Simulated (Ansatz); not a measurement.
# ZnO (zincite, P6_3mc): a volume series of phonon spectra, part 2 of 4

Wanted: mode Grüneisen parameters of ZnO (zincite) and a free-energy fit over volumes.

Ansatz 0.2.0; DFT LDA, scalar-relativistic, plane waves, PAW.

So far. Step 2 (A first coarse run): The start is under -7.1 GPa at this level and looks like an insulator or semiconductor on this mesh. Step 4 (Relaxing to small residual forces and stress): The residual pressure is -1.1e-4 GPa, small enough for phonons.

## 5. Phonons, V/V0 1

The same q-mesh and k-mesh are kept at every volume, so that much of their error can cancel in the differences.

File input.yaml:

```yaml
crystal:
  lattice:
    - [3.186889089, 0.0, 0.0]
    - [-1.5934445445, 2.7599269101, 0.0]
    - [0.0, 0.0, 5.1527079156]
  atoms:
    - { symbol: Zn, position: [0.3333333333, 0.6666666667, 0.5003164212] }
    - { symbol: Zn, position: [0.6666666667, 0.3333333333, 0.0003164212] }
    - { symbol: O, position: [0.6666666667, 0.3333333333, 0.3786935788] }
    - { symbol: O, position: [0.3333333333, 0.6666666667, 0.8786935788] }
kpoints:
  mp_grid: { grid: [9, 9, 6] }
hamiltonian:
  xc: lda
scf:
  occupations: { method: fixed }
output:
  eigenvalues: true
phonons:
  method: dfpt
  dielectric: true
  rigid_motions: translations
  qmesh: [3, 3, 2]
  temperatures: { t_max: 1000, t_step: 50 }
  qpath:
    path:
      - [[0.0, 0.0, 0.0], [0.5, 0.0, 0.0], [0.33333333, 0.33333333, 0.0], [0.0, 0.0, 0.0], [0.0, 0.0, 0.5], [0.5, 0.0, 0.5], [0.33333333, 0.33333333, 0.5], [0.0, 0.0, 0.5]]
      - [[0.5, 0.0, 0.5], [0.5, 0.0, 0.0]]
      - [[0.33333333, 0.33333333, 0.5], [0.33333333, 0.33333333, 0.0]]
    npoints: 10
```

Command:

```console
$ ansatz run input.yaml --threads 4 --pin off --max-ram 8192MiB --backend cpu --events-out ev --progress --plain --runs-dir out
```

Numbers of over 12 decimals in the logs are rounded to 6 here.

Output:

```text
Warning: phonons: the dynamical matrix that this run interpolates holds no multipole term above the dipole-dipole one, and a site of this crystal is no centre of inversion, so its interpolated transverse optical and acoustic branches and sound speeds can stay off near Gamma, and the density of states and the thermodynamics with them. What a run solves at a wave vector of phonons.qpoints, Gamma apart, where the deck admits one, is free of this, and under fd what a larger phonons.supercell samples
[...]
Crystal: 4 atoms, lattice volume = 45.321 Å³
Basis set: ecut = 420 eV, 881 PW (Γ), exchange–correlation on 48×48×72 points (8 copies of the dense FFT grid, shifted against one another)
Bands: 22, of which v1, the nominal top of the filled ones, is band 18 counted from 1 (17 counted from 0)
Symmetry: 12 space group operations
k-points: 140 of 486 (irreducible under 2 space group operations, time reversal used)
[...]
SCF iter   1: F=—  HF=-7603.974831 eV  |F-HF|=—  |Δ(HF+E_count)|=         —  Δρ=1.85e-2  dr2=1.29e-1  ethr=1.77e-3  ⟨swp⟩=5.2  Hψ=12461  notcnv=0  defer=262
[...]
SCF iter  10: F=-7603.939766 eV  HF=-7603.939766 eV  |F-HF|=0.00e0  |Δ(HF+E_count)|=  4.46e-11  Δρ=1.05e-7  dr2=5.64e-12  ethr=1.00e-12  ⟨swp⟩=5.1  Hψ=13834  notcnv=0
SCF 1 converged in 10 iterations: F = -7603.939766 eV  dr2 = 5.64e-12
[...]
NSCF: frozen V_eff on 4 k-points
DFPT response loops at Γ: preconditioner auto → Resta (q_TF=auto, 2.626 Å⁻¹)  ε∞=8.7 (no band partly filled); β = 1.00, the filter's whole step (`scf.mixing.beta` (0.50) is not read by the response loops at its default; to damp them type it under 1.00, their step now; it binds the ground state too); Broyden in place of MSR1
── the response to a field inside a basis, on 12×12×8 k-points: an SCF that follows is theirs, and a resumed run solves both again ──
Bands: 19, of which v1, the nominal top of the filled ones, is band 18 counted from 1 (17 counted from 0)
k-points: 168
[...]
Eigensolver: Dense (168 Hₖ)
SCF iter   1: F=—  HF=-7603.948849 eV  |F-HF|=—  |Δ(HF+E_count)|=         —  Δρ=9.34e-4  dr2=6.21e-5  ethr=1.00e-1
[...]
SCF iter   5: F=-7603.948830 eV  HF=-7603.948830 eV  |F-HF|=3.37e-8  |Δ(HF+E_count)|=   1.87e-7  Δρ=8.05e-6  dr2=8.58e-9  ethr=9.66e-10
SCF 1 converged in 5 iterations: F = -7603.948830 eV  dr2 = 8.58e-9
[...]
WARN: field response: ε∞ stands inside a basis, on 12×12×8 points; the force constants stand on the 9×9×6 k-mesh, whose period is 10.03 times the interband length at k = (0.0000, 0.0000, 0.0000), direct gap 0.801 eV, under 14: take them and everything formed from them as unconverged, and compare with a denser kpoints.mp_grid
[...]
DFPT response loops at q = (0, 0, -0.5) (fractional): preconditioner auto → Resta (q_TF=auto, 2.626 Å⁻¹)  ε∞=8.7 (no band partly filled); β = 1.00, the filter's whole step (`scf.mixing.beta` (0.50) is not read by the response loops at its default; to damp them type it under 1.00, their step now; it binds the ground state too); Broyden in place of MSR1
[...]
SCF converged after 10 iterations
Free energy (F): -7603.939766 eV
[...]
Internal energy: -7603.939766 eV  (E = F + TS)
E sigma→0 (E₀):  -7603.939766 eV
Fermi energy:    7.536279 eV
[...]
--- Band table (eV; the first three rows and the last of 140) ---
  k-point 0: bands = [... 14 lower, 6.6773, 7.4306, 7.5363, 7.5363, 8.3369, 12.8286, 15.7296, 20.5277]
  k-point 1: bands = [... 14 lower, 6.7349, 6.8683, 7.4798, 7.4798, 8.9835, 12.5828, 15.9451, 20.5308]
  k-point 2: bands = [... 14 lower, 6.8940, 6.8940, 7.3240, 7.3240, 9.9948, 11.9309, 16.5680, 19.0053]
  k-point 139: bands = [... 14 lower, 5.4637, 5.4637, 6.1225, 6.1225, 13.5567, 13.5567, 16.5575, 16.5575]
--- Phonons (Γ-DFPT): 4 representative perturbations + reference, on 140 of 486 k-points (Σ response iterations 15) ---
  k mesh reduced under 2 symmetry operations, with k and −k counted as one. Each operation leaves every solved perturbation unchanged. A smaller set is not considered because the run solves the response to a homogeneous field
  ASR residual: 4.481e-5 → 0.000e0 eV/Å²; symmetrization residual: 1.016e-5 eV/Å²
  ASR residual per site (eV/Å²): 4.48e-5 4.48e-5 1.11e-5 1.11e-5
  Γ frequencies (cm⁻¹): 0.00 0.00 0.00 90.13 90.13 261.11 390.31 408.59 408.59 441.32 441.32 553.25
  ε∞ (high-frequency dielectric tensor):
        5.065484     0.000000     0.000000
       -0.000000     5.065484     0.000000
        0.000000     0.000000     5.122254
  ε⁰ (static dielectric tensor: ions relaxed, cell fixed):
        9.451952    -0.000000     0.000000
       -0.000000     9.451952    -0.000000
        0.000000    -0.000000    10.199280
  ε⁰ − ε∞ (ionic part):
        4.386468    -0.000000     0.000000
       -0.000000     4.386468    -0.000000
        0.000000    -0.000000     5.077026
  softest optical mode at Γ: 90.13 cm⁻¹; the repairs (sum rule, projections) moved no ω² at Γ by more than (1.50 cm⁻¹)²
  Born effective charges Z* (e; rows j = field, columns β = displacement):
    site 0:
         2.08201    0.00000    0.00000
        -0.00000    2.08201    0.00000
         0.00000    0.00000    2.13971
    site 1:
         2.08201    0.00000    0.00000
        -0.00000    2.08201    0.00000
         0.00000    0.00000    2.13971
    site 2:
        -2.08201   -0.00000   -0.00000
         0.00000   -2.08201   -0.00000
        -0.00000   -0.00000   -2.13971
    site 3:
        -2.08201   -0.00000   -0.00000
         0.00000   -2.08201   -0.00000
        -0.00000   -0.00000   -2.13971
  Z* charge neutrality: 2.700e-3 e pre-enforcement
  solved inside a basis spanned on kpoints, on 12×12×8 k-points transformed towards the longest dipole: ε∞ is read to err by 1.6e-2, Z* by 1.4e-2 e (field_mesh: kpoints solves on kpoints); Z* is corrected for what the basis lacks
  optical modes at Γ without the LO–TO term, one row a degenerate level:
      ω (cm⁻¹)  modes    IR ((D/Å)²/amu)
         90.13      2             0.0000
        261.11      1             0.0000
        390.31      1            16.4352
        408.59      2            31.1217
        441.32      2             0.0000
        553.25      1             0.0000
  optical modes at Γ + LO–TO along q̂ = [1.0000, 0.0000, 0.0000]:
      ω (cm⁻¹)  modes    IR ((D/Å)²/amu)
         90.13      2             0.0000
        261.11      1             0.0000
        390.31      1            16.4352
        408.59      1            15.5608
        441.32      2             0.0000
        553.25      1             0.0000
        558.13      1            15.5608
  optical modes at Γ + LO–TO along q̂ = [0.0000, 1.0000, 0.0000]:
      ω (cm⁻¹)  modes    IR ((D/Å)²/amu)
         90.13      2             0.0000
        261.11      1             0.0000
        390.31      1            16.4352
        408.59      1            15.5608
        441.32      2             0.0000
        553.25      1             0.0000
        558.13      1            15.5608
  optical modes at Γ + LO–TO along q̂ = [0.0000, 0.0000, 1.0000]:
      ω (cm⁻¹)  modes    IR ((D/Å)²/amu)
         90.13      2             0.0000
        261.11      1             0.0000
        408.59      2            31.1217
        441.32      2             0.0000
        550.77      1            16.4352
        553.25      1             0.0000
--- Phonons (arbitrary-q DFPT): 6 irreducible q on the 3×3×2 mesh ---
  q = [0.0000, 0.0000, 0.0000] (star 1, of the zone-centre solve; hermiticity 8.14e-7, symmetrization 4.83e-7): -0.00 -0.00 0.00 90.13 90.13 261.11 390.31 408.59 408.59 441.32 441.32 553.25
  q = [0.0000, 0.0000, -0.5000] (star 1, 4 solved perturbations in 404 linear systems a pass and spin channel, the states on 140 of 486 k-point pairs; hermiticity 3.78e-6, symmetrization 9.27e-7): 68.29 68.29 68.29 68.29 188.82 188.82 425.15 425.15 425.15 425.15 556.22 556.22
  q = [0.0000, 0.3333, 0.0000] (star 6, 12 solved perturbations on 270 of 486 k-point pairs; hermiticity 2.25e-7, symmetrization 4.84e-7): 76.73 97.32 123.99 174.06 204.35 248.86 430.03 437.68 478.59 520.01 527.92 560.34
[...]
sum rule: each row above includes the acoustic sum rule's correction from the zone centre's row sums; it moved no ω² by more than (0.43 cm⁻¹)²
  mesh force constants: q→R imaginary residual 0.00e0; ASR residual 4.481e-5 → 0.000e0 eV/Å²; symmetrization residual 1.421e-14 eV/Å²
  interpolated dispersion: 94 rows × 12 modes
  density of states and harmonic sums: on the 24×24×12 q-mesh, interpolated from the force constants of a 3×3×2 supercell (with the dipole–dipole term)
  largest difference from the sums on the solved wave vectors: F 3.50e-2 eV, S 4.95e-5 and C_V 1.42e-5 eV/K
  zero-point energy: 0.240507 eV/cell   skipped modes (ω ≤ 0): 3   left out of the sums: 3.62e-5 of the cell's modes: C_V's classical limit lies that fraction below 3 k_B per atom; for a crystal, a wire or a layer, F and S can be off by more, and a phonons.interpolated_qmesh denser along its periods is the remedy for the sampling
```

Elapsed: 4 min, on 4 threads of Arm Neoverse V2, shared host; peak memory 1.3 GiB.

Numbers from this step:

| Item | Value |
| --- | --- |
| lowest frequency on the path | 0 cm⁻¹ |
| zero-point energy | 0.2405 eV/cell |
| point group | 6mm |
| highest frequency | 561.9 cm⁻¹ |
| Debye temperature from the second moment | 686 K |

LO-TO term included. The phonon branches at the labelled points (cm⁻¹):

```tsv
point	branch 1	branch 2	branch 3	branch 4	branch 9	branch 10	branch 11	branch 12
Γ	0	0	0	90	441	441	553	558
halfway	63	75	108	161	466	499	535	560
M	88	124	142	165	491	505	554	556
halfway	116	129	153	167	498	506	543	550
K	140	144	144	180	492	528	528	536
halfway	84	86	129	164	475	507	530	557
Γ	0	0	0	90	441	441	553	558
halfway	39	39	85	85	437	437	553	555
A	68	68	68	68	425	425	556	556
halfway	94	94	115	115	460	460	550	550
L	114	114	119	119	470	470	561	561
halfway	103	103	145	145	493	493	553	553
H	98	98	164	164	516	516	539	539
halfway	110	110	113	113	466	466	549	549
A	68	68	68	68	425	425	556	556
jump to L	114	114	119	119	470	470	561	561
halfway	98	113	136	144	485	490	556	561
M	88	124	142	165	491	505	554	556
jump to H	98	98	164	164	516	516	539	539
halfway	120	120	148	175	499	531	534	534
K	140	144	144	180	492	528	528	536
```

Tetrahedra on 24 24 12, mean over bins of 5 cm⁻¹. Table of phonon density of states by wavenumber; read off at these points:

```tsv
wavenumber (cm⁻¹)	phonon density of states (1/cm⁻¹/cell)
2	1.0e-5
18	7.1e-4
32	0.00231
48	0.00532
62	0.0101
78	0.0190
92	0.0404
102	0.0638
108	0.0536
122	0.0481
138	0.0408
152	0.0311
168	0.0269
182	0.00445
198	0.00621
212	0.00919
228	0.0161
242	0.0374
248	0.0554
258	0.0494
272	1.0e-5
292	0
308	0
322	0
338	0
352	0
368	0
382	0
398	0.00156
412	0.00873
428	0.0211
442	0.0461
452	0.0772
458	0.0687
472	0.0424
488	0.0439
502	0.0278
518	0.00703
532	0.0183
548	0.0771
552	0.114
562	0.00957
```

Harmonic. Thermo, by row:

```tsv
T (K)	F_vib (meV/atom)	S (J/mol-atom/K)	C_V (J/mol-atom/K)
0	60.13	0	0
50	59.87	1.809	4.017
100	57.8	6.231	8.971
150	53.42	10.62	12.85
200	46.83	14.77	15.97
250	38.17	18.59	18.24
300	27.62	22.07	19.83
350	15.36	25.21	20.95
400	1.54	28.07	21.76
450	-13.68	30.66	22.36
500	-30.2	33.04	22.8
550	-47.9	35.23	23.15
600	-66.69	37.26	23.42
650	-86.49	39.14	23.63
700	-107.2	40.9	23.8
750	-128.9	42.55	23.94
800	-151.3	44.1	24.06
850	-174.6	45.56	24.16
900	-198.5	46.94	24.24
950	-223.2	48.26	24.31
1000	-248.5	49.5	24.37
```

The modes has structure finer than the step of the table below, so its rows give means over 20 cm⁻¹, whole bins alone (the curve runs from -10 to 589 cm⁻¹). Peaks (cm⁻¹: height): O 453.1: 0.0608, 551.0: 0.0877; Zn 103.0: 0.0504, 249.8: 0.0486, 453.1: 0.00909.

Phonopy on the run's constants, 21x21x11 mesh, Gaussian sigma 4.3 cm⁻¹. Table of modes by wavenumber; means over each step; values in 1/cm⁻¹/cell:

```tsv
wavenumber (cm⁻¹)	O	Zn
0	1.5e-5	6.3e-5
20	2.2e-4	9.1e-4
40	7.3e-4	0.00325
60	0.00160	0.00775
80	0.00355	0.0198
100	0.00680	0.0449
120	0.00551	0.0423
140	0.00382	0.0348
160	0.00235	0.0250
180	8.9e-4	0.00792
200	7.4e-4	0.00601
220	9.8e-4	0.0116
240	0.00123	0.0335
260	4.9e-4	0.0320
280	1.3e-5	0.00115
300	0	0
320	0	0
340	0	0
360	0	0
380	6.0e-5	1.4e-5
400	0.00225	5.0e-4
420	0.0124	0.00254
440	0.0363	0.00613
460	0.0519	0.00737
480	0.0383	0.00432
500	0.0277	0.00236
520	0.0101	5.5e-4
540	0.0440	0.00185
560	0.0480	0.00330
```

Born charge (rows field, columns displacement) (e), principal values of the symmetric part by kind of site:

```tsv
atom	atoms with these values	low	middle	high	mean
Zn1	2	2.08	2.08	2.14	2.10
O3	2	-2.14	-2.08	-2.08	-2.10
```

In full for O3:

```
-2.08  0.00  0.00
 0.00 -2.08  0.00
 0.00  0.00 -2.14
```

ε∞:

```
5.07 0.00 0.00
0.00 5.07 0.00
0.00 0.00 5.12
```

No LO-TO term. Modes at Γ, with each element's share of the kinetic energy:

```tsv
mode	frequency (cm⁻¹)	symmetry	Zn %	O %
1	0.0	-	80	20
2	0.0	-	80	20
3	0.0	-	80	20
4	90.1	E2	85	15
5	90.1	E2	85	15
6	261.1	B1	98	2
7	390.3	A1	20	80
8	408.6	E1	20	80
9	408.6	E1	20	80
10	441.3	E2	15	85
11	441.3	E2	15	85
12	553.2	B1	2	98
```

Displacements in mode 4 (90.1 cm⁻¹), the largest set to 1:
```
Zn1 -1.00  0.00  0.00
Zn2  1.00  0.00  0.00
O3  -0.84  0.00  0.00
O4   0.84  0.00  0.00
```

Displacements in mode 9 (408.6 cm⁻¹), the largest set to 1:
```
Zn1 -0.24 -0.01  0.00
Zn2 -0.24 -0.01  0.00
O3   1.00  0.04  0.00
O4   1.00  0.04  0.00
```

No mode is imaginary beyond numerical noise at the solved wavevectors.

## 6. Relaxing at fixed volume, V/V0 1.015

Each volume of the series is relaxed in shape and positions, since modes respond to internal strain as well.

The cell differs from the one that the last finished run ended in (a 3.187 → 3.203 Å, b 3.187 → 3.203 Å, c 5.153 → 5.178 Å).

File input.yaml:

```yaml
crystal:
  lattice:
    - [3.2027445196, 0.0, 0.0]
    - [-1.6013722598, 2.7736581158, 0.0]
    - [0.0, 0.0, 5.1783437004]
  atoms:
    - { symbol: Zn, position: [0.3333333333, 0.6666666667, 0.5003164212] }
    - { symbol: Zn, position: [0.6666666667, 0.3333333333, 0.0003164212] }
    - { symbol: O, position: [0.6666666667, 0.3333333333, 0.3786935788] }
    - { symbol: O, position: [0.3333333333, 0.6666666667, 0.8786935788] }
kpoints:
  mp_grid: { grid: [9, 9, 6] }
hamiltonian:
  xc: lda
scf:
  occupations: { method: fixed }
output:
  forces: true
  stress: true
  eigenvalues: true
relax:
  adjacent_minimum: "off"
  f_tol: 0.001
  max_steps: 60
  cell: { stress_tol: 0.01, fix: [volume] }
```

Output:

```text
[...]
Crystal: 4 atoms, lattice volume = 46.001 Å³
Basis set: ecut = 420 eV, 917 PW (Γ)
Bands: 22, of which v1, the nominal top of the filled ones, is band 18 counted from 1 (17 counted from 0)
Symmetry: 12 space group operations
[...]
k-points: 48 of 486 (time reversal used)
[...]
--- Relaxed structure (3 steps of the walk, 3 accepted, 1 SCFs on fresh bases) ---
[...]
cell:  # Å, volume = 46.0009 Å³
    - [3.202973, 0, 0]
    - [-1.601486, 2.773856, 0]
    - [0, 0, 5.177606]
  atoms:
    - { symbol: Zn, position: [0.333333, 0.666667, 0.500263] }
    - { symbol: Zn, position: [0.666667, 0.333333, 0.000263085] }
    - { symbol: O, position: [0.666667, 0.333333, 0.378747] }
    - { symbol: O, position: [0.333333, 0.666667, 0.878747] }
[key lines of the parts left out:]
SCF converged after 6 iterations
Free energy (F): -7603.934835 eV
Fermi energy:    7.300620 eV
P = ⅓ Tr σ = -2.3240 GPa (-23.240 kbar)
```

The job ended after 5.3 s (4 threads; peak memory 0.39 GiB; 18 s of CPU time).

Little changed from the start: no atom moved by 0.005 Å and no cell edge by 0.1 %.

## 7. Lattice dynamics at this volume, V/V0 1.015

Phonons at this volume give one point of F(V, T); meshes stay fixed along the series.

File input.yaml:

```yaml
crystal:
  lattice:
    - [3.2029726895, 0.0, 0.0]
    - [-1.6014863447, 2.7738557167, 0.0]
    - [0.0, 0.0, 5.1776059483]
  atoms:
    - { symbol: Zn, position: [0.3333333333, 0.6666666667, 0.5002630853] }
    - { symbol: Zn, position: [0.6666666667, 0.3333333333, 0.0002630853] }
    - { symbol: O, position: [0.6666666667, 0.3333333333, 0.3787469147] }
    - { symbol: O, position: [0.3333333333, 0.6666666667, 0.8787469147] }
kpoints:
  mp_grid: { grid: [9, 9, 6] }
hamiltonian:
  xc: lda
scf:
  occupations: { method: fixed }
output:
  eigenvalues: true
phonons:
  method: dfpt
  dielectric: true
  rigid_motions: translations
  qmesh: [3, 3, 2]
  temperatures: { t_max: 1000, t_step: 50 }
  qpath:
    path:
      - [[0.0, 0.0, 0.0], [0.5, 0.0, 0.0], [0.33333333, 0.33333333, 0.0], [0.0, 0.0, 0.0], [0.0, 0.0, 0.5], [0.5, 0.0, 0.5], [0.33333333, 0.33333333, 0.5], [0.0, 0.0, 0.5]]
      - [[0.5, 0.0, 0.5], [0.5, 0.0, 0.0]]
      - [[0.33333333, 0.33333333, 0.5], [0.33333333, 0.33333333, 0.0]]
    npoints: 10
```

Output:

```text
[...]
Crystal: 4 atoms, lattice volume = 46.001 Å³
Basis set: ecut = 420 eV, 917 PW (Γ), exchange–correlation on 48×48×72 points (8 copies of the dense FFT grid, shifted against one another)
Bands: 22, of which v1, the nominal top of the filled ones, is band 18 counted from 1 (17 counted from 0)
Symmetry: 12 space group operations
[...]
ω (cm⁻¹)  modes    IR ((D/Å)²/amu)
[...]
optical modes at Γ + LO–TO along q̂ = [0.0000, 0.0000, 1.0000]:
      ω (cm⁻¹)  modes    IR ((D/Å)²/amu)
[...]
396.65      2            31.3678
        428.54      2             0.0000
        539.54      1            16.5578
        541.73      1             0.0000
--- Phonons (arbitrary-q DFPT): 6 irreducible q on the 3×3×2 mesh ---
[...]
interpolated dispersion: 94 rows × 12 modes
[...]
[key lines of the parts left out:]
SCF converged after 10 iterations
Free energy (F): -7603.934836 eV
Fermi energy:    7.300620 eV
```

Run time: 4 min. Hardware: 4 threads; peak memory 1.3 GiB; 16 min of CPU time.

LO-TO term included. The phonon branches at the labelled points (cm⁻¹):

```tsv
point	branch 1	branch 2	branch 3	branch 4	branch 9	branch 10	branch 11	branch 12
Γ	0	0	0	92	428	428	542	547
halfway	65	76	110	160	453	487	524	549
M	90	124	144	165	478	493	542	545
halfway	117	130	154	167	485	494	532	539
K	141	144	144	180	479	516	516	524
halfway	85	87	130	164	462	494	518	546
Γ	0	0	0	92	428	428	542	547
halfway	40	40	87	87	424	424	542	544
A	70	70	70	70	413	413	545	545
halfway	96	96	116	116	448	448	539	539
L	116	116	120	120	457	457	550	550
halfway	105	105	146	146	480	480	542	542
H	100	100	164	164	504	504	528	528
halfway	111	111	115	115	454	454	538	538
A	70	70	70	70	413	413	545	545
jump to L	116	116	120	120	457	457	550	550
halfway	100	115	138	144	473	477	545	550
M	90	124	144	165	478	493	542	545
jump to H	100	100	164	164	504	504	528	528
halfway	122	122	149	176	487	518	523	523
K	141	144	144	180	479	516	516	524
```

No mode is imaginary beyond numerical noise at the solved wavevectors. The highest zone-centre mode (no LO–TO term) moved by -2.1 % for a volume change of +1.5 %.

[end of part 2 of 4]

[Logs are printed without paths, hosts, clocks, repeated set-up lines and the standing remarks that a program may print on its own settings, such as how far it seeks lower states.]

[Hosts, paths, dates, database ids (printed as entryN), source tags and the programs' standing remarks are cut or masked in the printed files.]

[A step with changed settings may run another functional than the one named; its input shows which.]

[Of the runs on displaced cells, only some may be shown.]
